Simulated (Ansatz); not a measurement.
# From spin parameters to the magnetic ion

A crystal has the composition K2NaMF6, where M is a 3d element. A calculation (PBE+U, spin-orbit coupling in second variation, Ansatz) gives:

```
S                    : 3/2
g                    : 1.9813 (isotropic)
moment in its sphere : 2.38 μB
```

**Question.** Which ion is it, and why?

The crystal is K2NaCrF6, space group Fm-3m. The spin sits on Cr, with 6 F at 1.90 Å round it. With the usual charges of the other elements M must be +3. High-spin ions of that charge with S = 3/2 are d3 and d7, Cr and Ni; the sign of the g shift picks Cr³⁺ d³. Low-spin ions are left aside. The shift is negative: in a shell less than half full the orbital moment opposes the spin.

[Logs are printed without paths, hosts, clocks, repeated set-up lines and the standing remarks that a program may print on its own settings, such as how far it seeks lower states.]

[Hosts, paths, dates, database ids (printed as entryN), source tags and the programs' standing remarks are cut or masked in the printed files.]
